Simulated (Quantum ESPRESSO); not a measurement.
# E(θ) between the sublattices of MnS (Browneite), part 2 of 2

Aim: the energy of MnS (Browneite) as two sets of moments turn from parallel to opposed.

Quantum ESPRESSO 7.5; LDA with U = 3.2 eV on Mn d (ortho-atomic projectors); plane waves with GBRV 1.5 LDA potentials, no spin-orbit coupling.

So far, absolute magnetization (μB): step 2 (the collinear order that defines the sublattices) 9.42; step 3 (ferromagnetic, Kohn–Sham states 34, start moments [4.5, 4.5 …) 9.99.

## (4) Angle 0°, no penalty

The two sets tilt by half the angle to either side of z. A collinear state is stationary and needs no penalty.

File pw.in:

```
&CONTROL
  calculation = 'scf'
  prefix = 'pwscf'
  outdir = './tmp'
  pseudo_dir = './pseudo'
  disk_io = 'nowf'
/
&SYSTEM
  ibrav = 0
  celldm(1) = 8
  nat = 4
  ntyp = 2
  ecutwfc = 34
  ecutrho = 238
  nbnd = 60
  occupations = 'smearing'
  smearing = 'fd'
  degauss = 0.00734986
  noncolin = .true.
  starting_magnetization(1) = 0.28
  angle1(1) = 0
  angle2(1) = 0
  starting_magnetization(2) = 0
  nosym = .true.
/
&ELECTRONS
  conv_thr = 4d-08
  electron_maxstep = 150
  mixing_beta = 0.3
/
ATOMIC_SPECIES
Mn     54.9380 mn_lda_v1.5.uspp.F.UPF
S      32.0600 s_lda_v1.4.uspp.F.UPF
CELL_PARAMETERS alat
   0.0000000000000    0.6614041436190    0.6614041436190
   1.3228082872380    0.0000000000000    1.3228082872380
   1.3228082872380    0.6614041436190    0.6614041436190
ATOMIC_POSITIONS crystal
Mn      0.0000000000    0.0000000000    0.0000000000
Mn      0.0000000000    0.5000000000    0.0000000000
S       0.2500000000    0.0000000000    0.2500000000
S       0.2500000000    0.5000000000    0.2500000000
K_POINTS automatic
4 2 4 0 0 0
HUBBARD {ortho-atomic}
U Mn-3d 3.2000
```

Run with:

```
$ OMP_NUM_THREADS=1 mpirun -n 4 pw.x -nk 4 -in pw.in > pw.out
```

What it wrote:

```text
[banner, memory and clock lines left out]
Program PWSCF v.7.5 starts

     Found identity + (  0.0000 -0.5000 -0.0000) symmetry
     This is a supercell, fractional translations are disabled

     bravais-lattice index     =            0
     lattice parameter (alat)  =       8.0000  a.u.
     unit-cell volume          =     592.5578 (a.u.)^3
     number of atoms/cell      =            4
     number of atomic types    =            2
     number of electrons       =        42.00
     number of Kohn-Sham states=           60
     kinetic-energy cutoff     =      34.0000  Ry
     charge density cutoff     =     238.0000  Ry
     scf convergence threshold =      4.0E-08
     mixing beta               =       0.3000
     number of iterations used =            8  plain     mixing
     Exchange-correlation=  SLA  PZ   NOGX NOGC
                           (   1   1   0   0   0   0   0)
     Noncollinear calculation without spin-orbit

     Hubbard projectors: ortho-atomic
     Hubbard parameters of DFT+U (Dudarev formulation) in eV:
     U(Mn-3d) =  3.2000

     Internal variables: lda_plus_u =T, lda_plus_u_kind = 0

     Internal variables: orbital_resolved =F, hub_pot_fix =F, apply_U = F

     [... lines left out ...]
     PseudoPot. # 1 for Mn read from file:
     mn_lda_v1.5.uspp.F.UPF
     Pseudo is Ultrasoft + core correction, Zval = 15.0

     PseudoPot. # 2 for S  read from file:
     s_lda_v1.4.uspp.F.UPF
     Pseudo is Ultrasoft + core correction, Zval =  6.0

     atomic species   valence    mass     pseudopotential
     Mn               15.00    54.93800     Mn( 1.00)
     S                 6.00    32.06000     S ( 1.00)

     No symmetry found

   Cartesian axes

     site n.     atom                  positions (alat units)
         1        Mn     tau(   1) = (   0.0000000   0.0000000   0.0000000  )
         2        Mn     tau(   2) = (   0.6614041   0.0000000   0.6614041  )
         3        S      tau(   3) = (   0.3307021   0.3307021   0.3307021  )
         4        S      tau(   4) = (   0.9921062   0.3307021   0.9921062  )

     number of k points=    32  Fermi-Dirac smearing, width (Ry)=  0.0073

     Dense  grid:    36763 G-vectors     FFT dimensions: (  40,  75,  64)

     Smooth grid:    15735 G-vectors     FFT dimensions: (  27,  60,  50)

     Check: negative core charge=   -0.000019
     Generating pointlists ...
     new r_m :   0.2363 (alat units)  1.8902 (a.u.) for type    1
     new r_m :   0.2363 (alat units)  1.8902 (a.u.) for type    2

     Initial potential from superposition of free atoms

     starting charge      40.9998, renormalised to      42.0000

     STARTING HUBBARD OCCUPATIONS:

     ================= HUBBARD OCCUPATIONS ================
     ------------------------ ATOM    1 ------------------------
     Tr[ns(  1)] (up, down, total) =   5.00000  0.00000  5.00000
     [... lines left out ...]
     Atomic magnetic moment mx, my, mz =     0.000000    0.000000    5.000000
     ------------------------ ATOM    2 ------------------------
     Tr[ns(  2)] (up, down, total) =   5.00000  0.00000  5.00000
     [... lines left out ...]
     Atomic magnetic moment mx, my, mz =     0.000000    0.000000    5.000000

     Number of occupied Hubbard levels =   10.0000

     atom number    1 relative position :    0.0000   0.0000   0.0000
     charge :    13.217546  (integrated on a sphere of radius 0.236)
     magnetization :          0.000000    0.000000    3.652170
     magnetization/charge:    0.000000    0.000000    0.276312
     polar coord.: r, theta, phi [deg] :     3.652170    0.000000  360.000000

     atom number    2 relative position :    0.6614   0.0000   0.6614
     charge :    13.217532  (integrated on a sphere of radius 0.236)
     magnetization :          0.000000    0.000000    3.652178
     magnetization/charge:    0.000000    0.000000    0.276313
     polar coord.: r, theta, phi [deg] :     3.652178    0.000000  360.000000

     atom number    3 relative position :    0.3307   0.3307   0.3307
     charge :     4.070826  (integrated on a sphere of radius 0.236)
     magnetization :          0.000000    0.000000    0.049099
     magnetization/charge:    0.000000    0.000000    0.012061
     polar coord.: r, theta, phi [deg] :     0.049099    0.000000  360.000000

     atom number    4 relative position :    0.9921   0.3307   0.9921
     charge :     4.070844  (integrated on a sphere of radius 0.236)
     magnetization :          0.000000    0.000000    0.049092
     magnetization/charge:    0.000000    0.000000    0.012059
     polar coord.: r, theta, phi [deg] :     0.049092    0.000000  360.000000

     Atomic wfc used for Hubbard projectors are orthogonalized

     Starting wfcs are   68 randomized atomic wfcs

     Self-consistent Calculation

     iteration #  1     ecut=    34.00 Ry     beta= 0.30
     Davidson diagonalization with overlap
     ethr =  1.00E-02,  avg # of iterations =  4.0

     ================= HUBBARD OCCUPATIONS ================
     ------------------------ ATOM    1 ------------------------
     Tr[ns(  1)] (up, down, total) =   4.81987  0.16556  4.98544
     [... lines left out ...]
     Atomic magnetic moment mx, my, mz =     0.000000    0.000000    4.654311
     ------------------------ ATOM    2 ------------------------
     Tr[ns(  2)] (up, down, total) =   4.81984  0.16557  4.98541
     [... lines left out ...]
     Atomic magnetic moment mx, my, mz =    -0.000000    0.000000    4.654271

     Number of occupied Hubbard levels =    9.9708

     total energy              =    -470.30674122 Ry
     estimated scf accuracy    <       0.98612958 Ry

     total magnetization       =     0.00     0.00     9.93 Bohr mag/cell
     absolute magnetization    =     9.93 Bohr mag/cell

     [... further iterations left out ...]

     iteration # 11     ecut=    34.00 Ry     beta= 0.30
     Davidson diagonalization with overlap
     ethr =  1.72E-10,  avg # of iterations =  2.0

     atom number    1 relative position :    0.0000   0.0000   0.0000
     charge :    12.923257  (integrated on a sphere of radius 0.236)
     magnetization :         -0.000000    0.000000    4.301583
     magnetization/charge:   -0.000000    0.000000    0.332856
     polar coord.: r, theta, phi [deg] :     4.301583    0.000000  360.000000

     atom number    2 relative position :    0.6614   0.0000   0.6614
     charge :    12.923208  (integrated on a sphere of radius 0.236)
     magnetization :         -0.000000   -0.000000    4.301607
     magnetization/charge:   -0.000000   -0.000000    0.332859
     polar coord.: r, theta, phi [deg] :     4.301607    0.000000  360.000000

     atom number    3 relative position :    0.3307   0.3307   0.3307
     charge :     4.219602  (integrated on a sphere of radius 0.236)
     magnetization :         -0.000000    0.000000    0.092608
     magnetization/charge:   -0.000000    0.000000    0.021947
     polar coord.: r, theta, phi [deg] :     0.092608    0.000000  360.000000

     atom number    4 relative position :    0.9921   0.3307   0.9921
     charge :     4.219612  (integrated on a sphere of radius 0.236)
     magnetization :         -0.000000    0.000000    0.092602
     magnetization/charge:   -0.000000    0.000000    0.021946
     polar coord.: r, theta, phi [deg] :     0.092602    0.000000  360.000000

     End of self-consistent calculation

     ================= HUBBARD OCCUPATIONS ================
     ------------------------ ATOM    1 ------------------------
     Tr[ns(  1)] (up, down, total) =   4.95095  0.30828  5.25922
     [... lines left out ...]
     Atomic magnetic moment mx, my, mz =    -0.000000    0.000000    4.642672
     ------------------------ ATOM    2 ------------------------
     Tr[ns(  2)] (up, down, total) =   4.95095  0.30828  5.25922
     [... lines left out ...]
     Atomic magnetic moment mx, my, mz =    -0.000000   -0.000000    4.642672

     Number of occupied Hubbard levels =   10.5184
     [... lines left out ...]
     the Fermi energy is     7.3087 ev

!    total energy              =    -470.49375479 Ry
     estimated scf accuracy    <          8.5E-09 Ry
     smearing contrib. (-TS)   =      -0.00026139 Ry
     internal energy E=F+TS    =    -470.49349341 Ry

     The total energy is F=E-TS. E is the sum of the following terms:
     one-electron contribution =    -316.16542268 Ry
     hartree contribution      =     168.56228753 Ry
     xc contribution           =     -69.53125232 Ry
     ewald contribution        =    -253.43760864 Ry
     Hubbard energy            =       0.07850270 Ry

     total magnetization       =    -0.00     0.00     9.99 Bohr mag/cell
     absolute magnetization    =     9.99 Bohr mag/cell

     convergence has been achieved in  11 iterations
```

The job ended after 64 s (4 MPI ranks of Arm Neoverse V2, shared host; peak memory 0.68 GiB; 4.2 min of CPU time).

Spin moment in the atom's sphere by atom:

| atom | x (μB) | y (μB) | z (μB) | size |
| --- | --- | --- | --- | --- |
| Mn1 | 0.00 | 0.00 | 4.30 | 4.30 |
| Mn2 | 0.00 | 0.00 | 4.30 | 4.30 |
| S3 | 0.00 | 0.00 | 0.09 | 0.09 |
| S4 | 0.00 | 0.00 | 0.09 | 0.09 |

Numbers from this step:

```yaml
smearing_term_ts: 0.003556 eV
magnetization: 0, 0, 9.992 μB
absolute_magnetization: 9.992 μB
final_state: ferromagnetic
```

## (5) Angle 30°, lambda 1 Ry

A penalty pulls the polar angle of each moment to the typed one; its size and its azimuth are free.

pw.in: that of step 4 with these lines changed.

```diff
@@ -11,3 +11,3 @@
   nat = 4
-  ntyp = 2
+  ntyp = 3
   ecutwfc = 34
@@ -20,5 +20,12 @@
   starting_magnetization(1) = 0.28
-  angle1(1) = 0
+  angle1(1) = 14.999
   angle2(1) = 0
-  starting_magnetization(2) = 0
+  starting_magnetization(2) = 0.28
+  angle1(2) = 14.999
+  angle2(2) = 180
+  starting_magnetization(3) = 0.015
+  angle1(3) = 0
+  angle2(3) = 0
+  constrained_magnetization = 'atomic direction'
+  lambda = 1
   nosym = .true.
@@ -31,3 +38,4 @@
 ATOMIC_SPECIES
-Mn     54.9380 mn_lda_v1.5.uspp.F.UPF
+Mn1    54.9380 mn_lda_v1.5.uspp.F.UPF
+Mn2    54.9380 mn_lda_v1.5.uspp.F.UPF
 S      32.0600 s_lda_v1.4.uspp.F.UPF
@@ -38,4 +46,4 @@
 ATOMIC_POSITIONS crystal
-Mn      0.0000000000    0.0000000000    0.0000000000
-Mn      0.0000000000    0.5000000000    0.0000000000
+Mn1     0.0000000000    0.0000000000    0.0000000000
+Mn2     0.0000000000    0.5000000000    0.0000000000
 S       0.2500000000    0.0000000000    0.2500000000
@@ -45,2 +53,3 @@
 HUBBARD {ortho-atomic}
-U Mn-3d 3.2000
+U Mn1-3d 3.2000
+U Mn2-3d 3.2000
```

What it wrote:

```text
     [... lines left out ...]
Program PWSCF v.7.5 starts
     [... lines left out ...]
     number of atoms/cell      =            4
     [... lines left out ...]
     number of electrons       =        42.00
     number of Kohn-Sham states=           60
     kinetic-energy cutoff     =      34.0000  Ry
     charge density cutoff     =     238.0000  Ry
     scf convergence threshold =      4.0E-08
     [... lines left out ...]
     Noncollinear calculation without spin-orbit
     [... lines left out ...]
     No symmetry found
     [... lines left out ...]
     number of k points=    32  Fermi-Dirac smearing, width (Ry)=  0.0073
     [... lines left out ...]
     iteration # 15     ecut=    34.00 Ry     beta= 0.30
     [... lines left out ...]
     constraint energy (Ry) =      0.00028397
     atom number    1 relative position :    0.0000   0.0000   0.0000
     [... lines left out ...]
     magnetization :          1.285925    0.000010    4.092569
     [... lines left out ...]
     atom number    2 relative position :    0.6614   0.0000   0.6614
     [... lines left out ...]
     magnetization :         -1.285928   -0.000040    4.092595
     [... lines left out ...]
     atom number    3 relative position :    0.3307   0.3307   0.3307
     [... lines left out ...]
     magnetization :         -0.000000   -0.000000    0.085404
     [... lines left out ...]
     atom number    4 relative position :    0.9921   0.3307   0.9921
     [... lines left out ...]
     magnetization :          0.000000   -0.000000    0.085398
     [... lines left out ...]
     Tr[ns(  1)] (up, down, total) =   4.84127  0.42380  5.26507
     [... lines left out ...]
     Tr[ns(  2)] (up, down, total) =   4.84127  0.42380  5.26507
     [... lines left out ...]
     the Fermi energy is     7.2871 ev
!    total energy              =    -470.49607584 Ry
     estimated scf accuracy    <       0.00000002 Ry
     smearing contrib. (-TS)   =      -0.00015260 Ry
     [... lines left out ...]
     total magnetization       =     0.00    -0.00     9.50 Bohr mag/cell
     absolute magnetization    =     9.93 Bohr mag/cell
     [... lines left out ...]
     convergence has been achieved in  15 iterations
```

Elapsed: 85 s, on 4 MPI ranks; peak memory 0.69 GiB; 5.6 min of CPU time.

Spin moment in the atom's sphere by atom:

| atom | x (μB) | y (μB) | z (μB) | size |
| --- | --- | --- | --- | --- |
| Mn1 | 1.29 | 0.00 | 4.09 | 4.29 |
| Mn2 | -1.29 | 0.00 | 4.09 | 4.29 |
| S3 | 0.00 | 0.00 | 0.09 | 0.09 |
| S4 | 0.00 | 0.00 | 0.09 | 0.09 |

Read from the output:

| Item | Value |
| --- | --- |
| smearing term TS | 0.002076 eV |
| magnetization | 0, 0, 9.496 μB |
| absolute magnetization | 9.934 μB |
| penalty energy | 3.864 meV |
| final state | non-collinear |

## (6) Angle 60°, lambda 1 Ry

pw.in: that of step 5 with these lines changed.

```diff
@@ -20,8 +20,8 @@
   starting_magnetization(1) = 0.28
-  angle1(1) = 14.999
+  angle1(1) = 30
   angle2(1) = 0
   starting_magnetization(2) = 0.28
-  angle1(2) = 14.999
+  angle1(2) = 30
   angle2(2) = 180
-  starting_magnetization(3) = 0.015
+  starting_magnetization(3) = 0.0133
   angle1(3) = 0
```

What it wrote:

```text
     [... lines left out ...]
Program PWSCF v.7.5 starts
     [... lines left out ...]
     number of atoms/cell      =            4
     [... lines left out ...]
     number of electrons       =        42.00
     number of Kohn-Sham states=           60
     kinetic-energy cutoff     =      34.0000  Ry
     charge density cutoff     =     238.0000  Ry
     scf convergence threshold =      4.0E-08
     [... lines left out ...]
     Noncollinear calculation without spin-orbit
     [... lines left out ...]
     No symmetry found
     [... lines left out ...]
     number of k points=    32  Fermi-Dirac smearing, width (Ry)=  0.0073
     [... lines left out ...]
     iteration # 13     ecut=    34.00 Ry     beta= 0.30
     [... lines left out ...]
     constraint energy (Ry) =      0.00019321
     atom number    1 relative position :    0.0000   0.0000   0.0000
     [... lines left out ...]
     magnetization :          2.205997   -0.000004    3.655795
     [... lines left out ...]
     atom number    2 relative position :    0.6614   0.0000   0.6614
     [... lines left out ...]
     magnetization :         -2.206011   -0.000080    3.655817
     [... lines left out ...]
     atom number    3 relative position :    0.3307   0.3307   0.3307
     [... lines left out ...]
     magnetization :         -0.000000   -0.000001    0.072789
     [... lines left out ...]
     atom number    4 relative position :    0.9921   0.3307   0.9921
     [... lines left out ...]
     magnetization :          0.000000   -0.000001    0.072784
     [... lines left out ...]
     Tr[ns(  1)] (up, down, total) =   4.61085  0.66423  5.27507
     [... lines left out ...]
     Tr[ns(  2)] (up, down, total) =   4.61085  0.66423  5.27508
     [... lines left out ...]
     the Fermi energy is     7.2462 ev
!    total energy              =    -470.50030281 Ry
     estimated scf accuracy    <          8.6E-09 Ry
     smearing contrib. (-TS)   =      -0.00006554 Ry
     [... lines left out ...]
     total magnetization       =    -0.00    -0.00     8.47 Bohr mag/cell
     absolute magnetization    =     9.83 Bohr mag/cell
     [... lines left out ...]
     convergence has been achieved in  13 iterations
```

Wall time 74 s (4 MPI ranks); peak memory 0.69 GiB.

Read from the output:

| Item | Value |
| --- | --- |
| smearing term TS | 8.92e-4 eV |
| magnetization | 0, 0, 8.47 μB |
| absolute magnetization | 9.832 μB |
| penalty energy | 2.629 meV |
| final state | non-collinear |
| largest moment | 4.270 μB |

## (7) Angle 180°, no penalty

pw.in: that of step 6 with these lines changed.

```diff
@@ -20,12 +20,8 @@
   starting_magnetization(1) = 0.28
-  angle1(1) = 30
+  angle1(1) = 90
   angle2(1) = 0
   starting_magnetization(2) = 0.28
-  angle1(2) = 30
+  angle1(2) = 90
   angle2(2) = 180
-  starting_magnetization(3) = 0.0133
-  angle1(3) = 0
-  angle2(3) = 0
-  constrained_magnetization = 'atomic direction'
-  lambda = 1
+  starting_magnetization(3) = 0
   nosym = .true.
```

What it wrote:

```text
     [... lines left out ...]
Program PWSCF v.7.5 starts
     [... lines left out ...]
     number of atoms/cell      =            4
     [... lines left out ...]
     number of electrons       =        42.00
     number of Kohn-Sham states=           60
     kinetic-energy cutoff     =      34.0000  Ry
     charge density cutoff     =     238.0000  Ry
     scf convergence threshold =      4.0E-08
     [... lines left out ...]
     Noncollinear calculation without spin-orbit
     [... lines left out ...]
     No symmetry found
     [... lines left out ...]
     number of k points=    32  Fermi-Dirac smearing, width (Ry)=  0.0073
     [... lines left out ...]
     iteration # 12     ecut=    34.00 Ry     beta= 0.30
     [... lines left out ...]
     atom number    1 relative position :    0.0000   0.0000   0.0000
     [... lines left out ...]
     magnetization :          4.202518   -0.000028    0.000028
     [... lines left out ...]
     atom number    2 relative position :    0.6614   0.0000   0.6614
     [... lines left out ...]
     magnetization :         -4.202550   -0.000136    0.000021
     [... lines left out ...]
     atom number    3 relative position :    0.3307   0.3307   0.3307
     [... lines left out ...]
     magnetization :         -0.000000   -0.000001    0.000000
     [... lines left out ...]
     atom number    4 relative position :    0.9921   0.3307   0.9921
     [... lines left out ...]
     magnetization :          0.000001   -0.000001    0.000000
     [... lines left out ...]
     Tr[ns(  1)] (up, down, total) =   2.65407  2.65404  5.30810
     [... lines left out ...]
     Tr[ns(  2)] (up, down, total) =   2.65406  2.65404  5.30810
     [... lines left out ...]
     the Fermi energy is     7.0679 ev
!    total energy              =    -470.51545213 Ry
     estimated scf accuracy    <       0.00000002 Ry
     smearing contrib. (-TS)   =      -0.00000037 Ry
     [... lines left out ...]
     total magnetization       =     0.00    -0.00     0.00 Bohr mag/cell
     absolute magnetization    =     9.42 Bohr mag/cell
     convergence has been achieved in  12 iterations
```

It took 71 s on 4 MPI ranks; peak memory 0.69 GiB.

Numbers from this step:

```yaml
smearing_term_ts: 5.10e-6 eV
magnetization: 0, 0, 0 μB
absolute_magnetization: 9.423 μB
final_state: antiferromagnetic
largest_moment: 4.203 μB
```

## (8) The angles together

Not every run of the table is shown above.

Canting:

| lambda (Ry) | typed angle (degrees) | final angle (degrees) | energy less that at the first angle (meV a seeded atom) | penalty energy, not in the total (meV a cell) | largest site moment (μB) | CPU time (s) |
| --- | --- | --- | --- | --- | --- | --- |
| - | 0 | 0 | 0 | 0 | 4.302 | 254.4 |
| 1 | 30 | 34.89 | -15.79 | 3.864 | 4.29 | 337.9 |
| 1 | 60 | 62.22 | -44.55 | 2.629 | 4.27 | 296 |
| 1 | 90 | 91.2 | -81.05 | 1.502 | 4.245 | 261.8 |
| 1 | 120 | 120.7 | -115.2 | 0.6637 | 4.223 | 263 |
| - | 180 | 180 | -147.6 | 0 | 4.203 | 284.6 |

A fit to E = E0 − A cos θ − B cos² θ gives A = -73.5 meV and B = -5.75 meV a seeded atom.

## (9) Outcome

```json
{
 "angle of lowest energy": "180°",
 "range of the energy": "148 meV a seeded atom",
 "range of the largest moment": "4.20 to 4.30 μB",
 "bilinear coefficient A": "-73.5 meV",
 "biquadratic coefficient B": "-5.75 meV"
}
```

The penalty holds the angles within 4.9° of the typed ones. A is negative, so opposed sublattices are favoured, and B is under a tenth of it, as a Heisenberg model has it. The largest moment changes by 2.3 % over the angles. This holds for the two sublattices of this cell; other orders were not tried. Without spin–orbit coupling only the angle between the moments matters. The mesh is coarse, so differences of some ten meV can be noise where moments are itinerant. Energies are free energies at an electronic temperature of 1160 K, which lowers moments and differences where the moments are itinerant. The cutoff lies under the 40 Ry that these files are usually run at.

[Logs and program files are shortened in this print: banners, set-up blocks, solver, clock and traceback lines can be left out without a mark of their own.]

[Logs are printed without paths, hosts, clocks, repeated set-up lines and the standing remarks that a program may print on its own settings, such as how far it seeks lower states.]

[Hosts, paths, dates, database ids (printed as entryN), source tags and the programs' standing remarks are cut or masked in the printed files.]

[Where a cell is said to come from a database of computed structures, the database is the Materials Project.]
